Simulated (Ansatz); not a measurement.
## How fast states decay through Li3SbTe4

Aim: relax a made-up compound, Li3SbTe4, and see how good a tunnel barrier it would be. It is built by putting Te for S in the Li3SbS4 structure of space group I-42m, with the volume rescaled by atomic radii. The parent structure comes from the Materials Project.

Program: Ansatz 0.2.0. Level of theory: PBE DFT, plane waves, PAW files, in the first sound run; inputs show where later runs differ. Results are calculated unless marked as measured.

The structure was built from a prototype and need not be the compound's stable phase.

### 1. Starting point

It takes space group I-42m (No. 121, tetragonal). Conventional cell: a = 6.078 Å, b = 6.078 Å, c = 11.818 Å, α = 90.00°, β = 90.00°, γ = 90.00°. Nearest to Li lie 4 Te at 2.68 Å. Nearest to Li lie 4 Te at 2.61 Å. Nearest to Sb lie 4 Te at 2.54 Å. Te has 1 Sb at 2.54 Å and 3 Li at 2.61 to 2.68 Å nearest. It derives from Li3SbS4. Te for S in the Li3SbS4 structure of space group I-42m. Farther neighbours and most contacts between anions are not listed.

### 2. Cell and atoms at rest

The substituted atoms don't fit the parent's cell, so cell and atoms relax together. A small smearing keeps the run stable in case the gap closes on the way.

input.yaml reads:

```yaml
crystal:
  lattice:
    - [-3.038839935, 3.038839935, 5.9089468418]
    - [3.038839935, -3.038839935, 5.9089468418]
    - [3.038839935, 3.038839935, -5.9089468418]
  atoms:
    - { symbol: Li, position: [0.5, 0.5, 0.0] }
    - { symbol: Li, position: [0.75, 0.25, 0.5] }
    - { symbol: Li, position: [0.25, 0.75, 0.5] }
    - { symbol: Sb, position: [0.0, 0.0, 0.0] }
    - { symbol: Te, position: [0.63487291, 0.11460596, 0.0] }
    - { symbol: Te, position: [0.11460596, 0.63487291, 0.0] }
    - { symbol: Te, position: [0.36512709, 0.36512709, 0.47973305] }
    - { symbol: Te, position: [0.88539404, 0.88539404, 0.52026695] }
kpoints:
  mp_grid: { grid: [6, 6, 6] }
scf:
  occupations: { method: gaussian, width: 0.03 }
hamiltonian:
  xc: pbe
output:
  forces: true
  stress: true
relax:
  f_tol: 0.02
  max_steps: 60
  cell: {}
```

Command:

```bash
$ ansatz run input.yaml --threads 2 --pin off --max-ram 4096MiB --backend cpu --events-out ev --progress --plain --runs-dir out
```

Numbers of over 12 decimals in the logs are rounded to 6 here.

What it wrote:

```text
Engine: ansatz 0.2.0, x86_64-unknown-linux-gnu
Pseudopotentials: kind: paw
Pseudopotential: Li, paw, valence charge 3, recommended cutoff 420 eV (normal), Li.paw.azcp
Pseudopotential: Sb, paw, valence charge 15, recommended cutoff 420 eV (normal), Sb.paw.azcp
Pseudopotential: Te, paw, valence charge 16, recommended cutoff 420 eV (normal), Te.paw.azcp
Functional definition: PBE
  parameter kappa = 0.804
  parameter beta = 0.066725
  exchange = pbe_x(kappa = kappa, mu = beta*pi^2/3)
  correlation = pbe_c(beta = beta)
Crystal: 8 atoms, lattice volume = 218.266 Å³
Basis set: ecut = 420 eV, 4243 PW (Γ), exchange–correlation on 100×100×100 points (8 copies of the dense FFT grid, shifted against one another)
Bands: 53, of which v1, the nominal top of the filled ones, is band 44 counted from 1 (43 counted from 0)
Symmetry: 8 space group operations
Space group: I-42m (ITA 121), of the structure as read, at distance tolerance 6.0e-5 Å
k-points: 30 of 216 (time reversal used)
Non-local potential: Li, projectors of the file, l = 0: 3, l = 1: 2, l = 2: 1
Non-local potential: Sb, projectors of the file, l = 0: 2, l = 1: 2, l = 2: 2, l = 3: 2
Non-local potential: Te, projectors of the file, l = 0: 2, l = 1: 2, l = 2: 2, l = 3: 2
PAW form: soft (Blöchl's): semilocal exchange-correlation on the pseudo side does not see the compensation charge
PAW one-centre angular grid: Li, 110 points (default); XC on 64 Gauss nodes
PAW one-centre angular grid: Sb, 590 points (default); XC on 64 Gauss nodes
PAW one-centre angular grid: Te, 590 points (default); XC on 64 Gauss nodes
Initial density: superposition of atomic densities (neutral atoms: chi_scale 0, normalization atom), corrected by the library's trained network
Initial wavefunctions: pseudopotential atomic-orbital guess
Functional: x = pbe(κ = 0.804, μ = 0.219515), c = pbe(β = 0.066725)
SCF iter   1: F=—  HF=-35021.163115 eV  |F-HF|=—  |Δ(HF+E_count)|=         —  Δρ=8.90e-4  dr2=2.83e-3  ethr=1.77e-3  ⟨swp⟩=8.9  Hψ=6965  notcnv=0  defer=19
preconditioner: auto → Resta (q_TF=auto, 2.345 Å⁻¹)  ε∞=3.5  [insulator: Δε(μ)=1.316 eV  Ē_g=8.966 eV  σ=0.030 eV  W_gap=1.00  n_scr=44 (ndim 8)  ℏωp=14.2 eV  f_vac=0.047  D(μ)=0.00/eV (n_scr^D=0)  ε∞_Penn≈3.5]
SCF iter   2: F=—  HF=-35021.160632 eV  |F-HF|=—  |Δ(HF+E_count)|=   2.48e-3  Δρ=5.76e-4  dr2=1.24e-3  ethr=3.21e-6  ⟨swp⟩=2.7  Hψ=3154  notcnv=0  defer=133
SCF iter   3: F=—  HF=-35021.160547 eV  |F-HF|=—  |Δ(HF+E_count)|=   8.51e-5  Δρ=2.45e-4  dr2=1.59e-4  ethr=1.41e-6  ⟨swp⟩=2.0  Hψ=2071  notcnv=0  defer=133
SCF iter   4: F=—  HF=-35021.160622 eV  |F-HF|=—  |Δ(HF+E_count)|=   7.51e-5  Δρ=7.35e-5  dr2=8.38e-6  ethr=1.81e-7  ⟨swp⟩=2.0  Hψ=2071  notcnv=0  defer=133
SCF iter   5: F=—  HF=-35021.160615 eV  |F-HF|=—  |Δ(HF+E_count)|=   6.88e-6  Δρ=2.94e-5  dr2=2.22e-6  ethr=9.52e-9  ⟨swp⟩=2.0  Hψ=2071  notcnv=0  defer=133
SCF iter   6: F=-35021.160615 eV  HF=-35021.160615 eV  |F-HF|=4.77e-8  |Δ(HF+E_count)|=   1.44e-8  Δρ=5.89e-6  dr2=8.34e-8  ethr=1.14e-10  ⟨swp⟩=4.0  Hψ=6661  notcnv=0
SCF 1 converged in 6 iterations: F = -35021.160615 eV  dr2 = 8.34e-8
  greatest PAW one-centre occupation: 1.000 electrons in one spin orbital (limit 2), on the Li atom at site 2 (counted from 0), in its partial waves of l = 0
relax step   1: F+E_penalty+E_count = -35021.16061480 eV  Δ(F+E_penalty+E_count) = +0.000e0 eV  max|allowed force component| = 1.466e0 eV/Å  Δτ_max = 0.0000 Å  P = +9.782 GPa  Ω = 218.266 Å³  (6 SCF iters, dr2 threshold 1.00e-7 eV, accepted)
Crystal: 8 atoms, lattice volume = 244.559 Å³
Basis set: ecut = 420 eV, 4805 PW (Γ), exchange–correlation on 100×100×100 points (8 copies of the dense FFT grid, shifted against one another)
Initial density: handed on by an earlier stage of this run
Initial wavefunctions: those handed on with the density
iter 1 solved again at ethr=2.38e-4 eV; its pass at ethr=3.10e-3 eV (dr2=2.10e-1 eV) is discarded
SCF iter   1: F=—  HF=-35022.426131 eV  |F-HF|=—  |Δ(HF+E_count)|=         —  Δρ=1.11e-2  dr2=2.13e-1  ethr=2.38e-4  ⟨swp⟩=3.1  Hψ=8557  notcnv=0
preconditioner: auto → Resta (q_TF=auto, 2.301 Å⁻¹)  ε∞=3.7  [insulator: Δε(μ)=0.184 eV  Ē_g=8.183 eV  σ=0.030 eV  W_gap=1.00  n_scr=60 (ndim 8)  ℏωp=13.4 eV  f_vac=0.087  D(μ)=0.00/eV (n_scr^D=0)  ε∞_Penn≈3.7]
SCF iter   2: F=—  HF=-35022.386456 eV  |F-HF|=—  |Δ(HF+E_count)|=   3.97e-2  Δρ=4.89e-3  dr2=3.87e-2  ethr=2.38e-4  ⟨swp⟩=2.7  Hψ=3111  notcnv=0
SCF iter   3: F=—  HF=-35022.391539 eV  |F-HF|=—  |Δ(HF+E_count)|=   5.08e-3  Δρ=1.29e-3  dr2=4.27e-3  ethr=4.40e-5  ⟨swp⟩=2.8  Hψ=2880  notcnv=0
SCF iter   4: F=—  HF=-35022.394294 eV  |F-HF|=—  |Δ(HF+E_count)|=   2.75e-3  Δρ=2.58e-4  dr2=3.12e-4  ethr=4.86e-6  ⟨swp⟩=2.0  Hψ=2331  notcnv=0
SCF iter   5: F=—  HF=-35022.394630 eV  |F-HF|=—  |Δ(HF+E_count)|=   3.36e-4  Δρ=8.99e-5  dr2=3.80e-5  ethr=3.54e-7  ⟨swp⟩=2.0  Hψ=2070  notcnv=0
SCF iter   6: F=—  HF=-35022.394686 eV  |F-HF|=—  |Δ(HF+E_count)|=   5.61e-5  Δρ=3.40e-5  dr2=5.06e-6  ethr=4.32e-8  ⟨swp⟩=2.0  Hψ=2220  notcnv=0
SCF iter   7: F=-35022.394692 eV  HF=-35022.394691 eV  |F-HF|=5.98e-7  |Δ(HF+E_count)|=   4.68e-6  Δρ=9.20e-6  dr2=3.18e-7  ethr=9.09e-10  ⟨swp⟩=5.0  Hψ=5433  notcnv=0
SCF 2 converged in 7 iterations: F = -35022.394692 eV  dr2 = 3.18e-7
relax step   2: F+E_penalty+E_count = -35022.39469163 eV  Δ(F+E_penalty+E_count) = -1.234e0 eV  max|allowed force component| = 3.072e-1 eV/Å  Δτ_max = 0.1951 Å  P = +0.685 GPa  Ω = 244.559 Å³  energy of the carried Pulay correction = -3.367e-3 eV  (7 SCF iters, dr2 threshold 8.00e-7 eV, accepted)
Crystal: 8 atoms, lattice volume = 266.638 Å³
Basis set: ecut = 420 eV, 5173 PW (Γ), exchange–correlation on 100×100×100 points (8 copies of the dense FFT grid, shifted against one another)
iter 1 solved again at ethr=3.77e-4 eV; its pass at ethr=3.10e-3 eV (dr2=3.32e-1 eV) is discarded
SCF iter   1: F=—  HF=-35022.638505 eV  |F-HF|=—  |Δ(HF+E_count)|=         —  Δρ=8.38e-3  dr2=3.35e-1  ethr=3.77e-4  ⟨swp⟩=2.3  Hψ=8405  notcnv=0
preconditioner: auto → Resta (q_TF=auto, 2.268 Å⁻¹)  ε∞=3.5  [insulator: Δε(μ)=0.690 eV  Ē_g=8.148 eV  σ=0.030 eV  W_gap=1.00  n_scr=60 (ndim 8)  ℏωp=12.9 eV  f_vac=0.113  D(μ)=0.00/eV (n_scr^D=0)  ε∞_Penn≈3.5]
SCF iter   2: F=—  HF=-35022.562705 eV  |F-HF|=—  |Δ(HF+E_count)|=   7.58e-2  Δρ=3.11e-3  dr2=4.02e-2  ethr=3.77e-4  ⟨swp⟩=4.2  Hψ=3362  notcnv=0
SCF iter   3: F=—  HF=-35022.556856 eV  |F-HF|=—  |Δ(HF+E_count)|=   5.85e-3  Δρ=1.17e-3  dr2=7.19e-3  ethr=4.57e-5  ⟨swp⟩=3.0  Hψ=2121  notcnv=0
SCF iter   4: F=—  HF=-35022.556982 eV  |F-HF|=—  |Δ(HF+E_count)|=   1.27e-4  Δρ=2.66e-4  dr2=3.60e-4  ethr=8.17e-6  ⟨swp⟩=2.0  Hψ=2188  notcnv=0
SCF iter   5: F=—  HF=-35022.557149 eV  |F-HF|=—  |Δ(HF+E_count)|=   1.67e-4  Δρ=1.10e-4  dr2=4.97e-5  ethr=4.09e-7  ⟨swp⟩=2.1  Hψ=2383  notcnv=0
SCF iter   6: F=—  HF=-35022.557205 eV  |F-HF|=—  |Δ(HF+E_count)|=   5.56e-5  Δρ=2.42e-5  dr2=1.85e-6  ethr=5.64e-8  ⟨swp⟩=2.9  Hψ=2818  notcnv=0
SCF iter   7: F=-35022.557211 eV  HF=-35022.557210 eV  |F-HF|=2.86e-7  |Δ(HF+E_count)|=   5.26e-6  Δρ=7.23e-6  dr2=1.49e-7  ethr=9.09e-10  ⟨swp⟩=5.0  Hψ=5179  notcnv=0
SCF 3 converged in 7 iterations: F = -35022.557211 eV  dr2 = 1.49e-7
relax step   3: F+E_penalty+E_count = -35022.55721054 eV  Δ(F+E_penalty+E_count) = -1.625e-1 eV  max|allowed force component| = 1.002e-1 eV/Å  Δτ_max = 0.1265 Å  P = -0.484 GPa  Ω = 266.638 Å³  energy of the carried Pulay correction = -5.914e-3 eV  (7 SCF iters, dr2 threshold 8.00e-7 eV, accepted)
[...]
relax step   4: F+E_penalty+E_count = -35022.56686278 eV  Δ(F+E_penalty+E_count) = -9.652e-3 eV  max|allowed force component| = 3.767e-2 eV/Å  Δτ_max = 0.0251 Å  P = -0.196 GPa  Ω = 263.948 Å³  energy of the carried Pulay correction = -5.616e-3 eV  (5 SCF iters, dr2 threshold 8.00e-7 eV, accepted)
[...]
relax step   5: F+E_penalty+E_count = -35022.57066004 eV  Δ(F+E_penalty+E_count) = -3.797e-3 eV  max|allowed force component| = 1.269e-2 eV/Å  Δτ_max = 0.0157 Å  P = +0.004 GPa  Ω = 262.135 Å³  energy of the carried Pulay correction = -5.414e-3 eV  (6 SCF iters, dr2 threshold 1.14e-7 eV, accepted)
[...]
relax step   6: F+E_penalty+E_count = -35022.57120134 eV  Δ(F+E_penalty+E_count) = -5.413e-4 eV  max|allowed force component| = 5.148e-3 eV/Å  Δτ_max = 0.0057 Å  P = +0.034 GPa  Ω = 261.786 Å³  energy of the carried Pulay correction = -5.375e-3 eV  (6 SCF iters, dr2 threshold 6.59e-9 eV, accepted)
[...]
relax step   7: F+E_penalty+E_count = -35022.57141088 eV  Δ(F+E_penalty+E_count) = -2.095e-4 eV  max|allowed force component| = 4.999e-3 eV/Å  Δτ_max = 0.0042 Å  P = +0.007 GPa  Ω = 262.116 Å³  energy of the carried Pulay correction = -5.412e-3 eV  (6 SCF iters, dr2 threshold 7.45e-9 eV, accepted)
Basis set: ecut = 420 eV, 5077 PW (Γ), exchange–correlation on 108×108×108 points (8 copies of the dense FFT grid, shifted against one another)
Initial wavefunctions: pseudopotential atomic-orbital guess (no wavefunctions were taken with the density)
iter 1 solved again at ethr=3.77e-7 eV; its pass at ethr=3.10e-3 eV (dr2=3.32e-4 eV) is discarded
SCF iter   1: F=—  HF=-35022.562992 eV  |F-HF|=—  |Δ(HF+E_count)|=         —  Δρ=4.17e-4  dr2=1.66e-5  ethr=3.77e-7  ⟨swp⟩=3.8  Hψ=11030  notcnv=0
preconditioner: auto → Resta (q_TF=auto, 2.275 Å⁻¹)  ε∞=3.5  [insulator: Δε(μ)=0.724 eV  Ē_g=8.177 eV  σ=0.030 eV  W_gap=1.00  n_scr=60 (ndim 8)  ℏωp=13.0 eV  f_vac=0.090  D(μ)=0.00/eV (n_scr^D=0)  ε∞_Penn≈3.5]
SCF iter   2: F=—  HF=-35022.573075 eV  |F-HF|=—  |Δ(HF+E_count)|=   1.01e-2  Δρ=2.11e-4  dr2=3.20e-6  ethr=1.89e-8  ⟨swp⟩=2.0  Hψ=2910  notcnv=0
SCF iter   3: F=—  HF=-35022.576423 eV  |F-HF|=—  |Δ(HF+E_count)|=   3.35e-3  Δρ=3.06e-5  dr2=2.29e-7  ethr=3.63e-9  ⟨swp⟩=2.0  Hψ=2911  notcnv=0
SCF iter   4: F=—  HF=-35022.576490 eV  |F-HF|=—  |Δ(HF+E_count)|=   6.67e-5  Δρ=3.04e-6  dr2=4.28e-8  ethr=2.61e-10  ⟨swp⟩=2.0  Hψ=2910  notcnv=0
SCF iter   5: F=—  HF=-35022.576490 eV  |F-HF|=—  |Δ(HF+E_count)|=   2.29e-7  Δρ=1.27e-6  dr2=1.03e-8  ethr=4.86e-11  ⟨swp⟩=2.0  Hψ=1920  notcnv=0
SCF iter   6: F=—  HF=-35022.576490 eV  |F-HF|=—  |Δ(HF+E_count)|=   3.30e-8  Δρ=3.04e-7  dr2=3.04e-10  ethr=1.17e-11  ⟨swp⟩=2.0  Hψ=2070  notcnv=0
SCF iter   7: F=-35022.576490 eV  HF=-35022.576490 eV  |F-HF|=9.46e-11  |Δ(HF+E_count)|=  9.24e-10  Δρ=1.20e-7  dr2=7.21e-11  ethr=1.00e-12  ⟨swp⟩=5.8  Hψ=5382  notcnv=0
SCF 8 converged in 7 iterations: F = -35022.576490 eV  dr2 = 7.21e-11
relax step   8: F+E_penalty+E_count = -35022.57649007 eV  Δ(F+E_penalty+E_count) = -5.079e-3 eV  max|allowed force component| = 4.745e-3 eV/Å  Δτ_max = 0.0000 Å  P = +0.019 GPa  Ω = 262.116 Å³  stress off target by 3.38e-2 GPa  SCF on the basis re-selected at this cell (its energy is not comparable with the rows above)  (7 SCF iters)
basis re-selected at this cell: Δ(F+E_penalty+E_count) = -5.079e-3 eV, ΔP = +0.012 GPa vs the last step (what re-selecting the basis moved, of the pressure what is left beyond the Pulay correction that the steps carried, after the strain that the cell walked since its last selection, with what the two solves' SCF thresholds leave and, on support functions, any second-order correction that the steps lacked; it is no measure of the basis error at this ecutwfc). The dense FFT grid was sized anew with the basis: this SCF ran on 54×54×54 points, the steps before it on 50×50×50, so part of this shift can come from that change (see relax.cell in the input reference). [rest of the remark cut]
SCF converged after 7 iterations
Free energy (F): -35022.576490 eV
Harris-Foulkes:  -35022.576490 eV  (|F-HF|=9.46e-11)
Internal energy: -35022.576490 eV  (E = F + TS)
E sigma→0 (E₀):  -35022.576490 eV
Fermi energy:    4.489132 eV
--- Per-component energies (eV) ---
  E_band       = -1756.594202
  E_kinetic    = 992.432792
  E_local      = -9016.920959  (includes V_loc(G=0)·N_el)
  E_nonlocal   = -975.517925
  E_hartree    = 4926.625999
  E_xc         = -665.783357
  E_vxc        = -551.495907  (∫ρ·V_xc dr)
  E_paw        = -23291.186577  (= ΣΔE_a)
  E_vpaw       = -2058.343540  (= ΣTr[D̂ρ^β])
  E_aug_tail   = -0.000721  (compensation charges beyond the density's cutoff)
  E_ewald      = -6992.225742
  E_smearing   = -0.000000  (= −TS)
  E_closure    = -0.000000  (closes the sum)
  Σ components = -35022.576490   (vs F -35022.576490, Δ=0.00e0)
--- Forces (eV/Å), atoms counted from 1 ---
  atom   1  Li     0.00000000     0.00000000     0.00000000
  atom   2  Li    -0.00000000     0.00000000     0.00000000
  atom   3  Li    -0.00000000    -0.00000000     0.00000000
  atom   4  Sb     0.00000000     0.00000000     0.00000000
  atom   5  Te     0.00474467    -0.00474467    -0.00152563
  atom   6  Te    -0.00474467     0.00474467    -0.00152563
  atom   7  Te     0.00474467     0.00474467     0.00152563
  atom   8  Te    -0.00474467    -0.00474467     0.00152563
  max |Σ_I F_I| component: 5.20e-18 eV/Å
--- Stress (GPa, compression-positive) ---
        0.033785       0.000000       0.000000
       -0.000000       0.033785       0.000000
        0.000000      -0.000000      -0.009092
  P = ⅓ Tr σ = 0.0195 GPa (0.195 kbar)
--- Relaxed structure (7 steps of the walk, 7 accepted, 1 SCFs on fresh bases) ---
  F+E_penalty+E_count = -35022.57649007 eV   max|allowed force component| = 4.745e-3 eV/Å   (the final SCF, on the basis selected at the relaxed cell)
  cell:  # Å, volume = 262.1161 Å³
    - [-3.268406, 3.268406, 6.134253]
    - [3.268406, -3.268406, 6.134253]
    - [3.268406, 3.268406, -6.134253]
  atoms:
    - { symbol: Li, position: [0.5, 0.5, 9.8114939849082e-19] }
    - { symbol: Li, position: [0.75, 0.250000, 0.5] }
    - { symbol: Li, position: [0.250000, 0.75, 0.5] }
    - { symbol: Sb, position: [1.899822276783158e-19, 1.3049247259633402e-18, 9.811493984908215e-19] }
    - { symbol: Te, position: [0.624582, 0.111213, -5.551115123125783e-17] }
    - { symbol: Te, position: [0.111213, 0.624582, 0.0] }
    - { symbol: Te, position: [0.375418, 0.375418, 0.486630] }
    - { symbol: Te, position: [0.888787, 0.888787, 0.513370] }
```

It took 63 s on 2 threads of AMD EPYC 9R14 (Zen 4), shared host; peak memory 0.74 GiB; 2.1 min of CPU time.

Relaxation path:

```tsv
step	energy less that of the first step (eV)	largest force component (eV/Å)	pressure (GPa)	volume (Å³)
1	0.0000	1.4664	9.78	218.27
2	-1.2341	0.3072	0.69	244.56
3	-1.3966	0.1002	-0.48	266.64
4	-1.4062	0.0377	-0.20	263.95
5	-1.4100	0.0127	0.00	262.13
6	-1.4106	0.0051	0.03	261.79
7	-1.4108	0.0050	0.01	262.12
8*	-1.4159	0.0047	0.02	262.12
```

Relaxation steps marked * repeat the geometry before them on a plane-wave basis chosen anew for their cell, so energy and pressure can jump there.

The run keeps the 8 symmetry operations that it works with, so distortions that break them were not tested.

```tsv
conventional cell, symmetrised	before	after	change
a (Å)	6.078	6.537	+7.6 %
b (Å)	6.078	6.537	+7.6 %
c (Å)	11.818	12.269	+3.8 %
volume (Å³/atom)	27.28	32.76	+20.1 %
```

The atoms that moved most (Å, as changes of fractional coordinates times the final cell):

```tsv
atom	dx	dy	dz	length
Te7	0.023	0.023	0.084	0.090
Te6	-0.023	0.023	-0.084	0.090
Te5	0.023	-0.023	-0.084	0.090
Te8	-0.023	-0.023	0.084	0.090
```

Numbers from this step:

| Item | Value |
| --- | --- |
| free energy | -35022.5765 eV |
| Fermi energy | 4.489 eV |
| pressure | 0.01949 GPa |

The largest force component on a free atom ends at 0.0047 eV/Å.

(Continued in part 2 of 3.)

[Logs are printed without paths, hosts, clocks, repeated set-up lines and the standing remarks that a program may print on its own settings, such as how far it seeks lower states.]

[Hosts, paths, dates, database ids (printed as entryN), source tags and the programs' standing remarks are cut or masked in the printed files.]
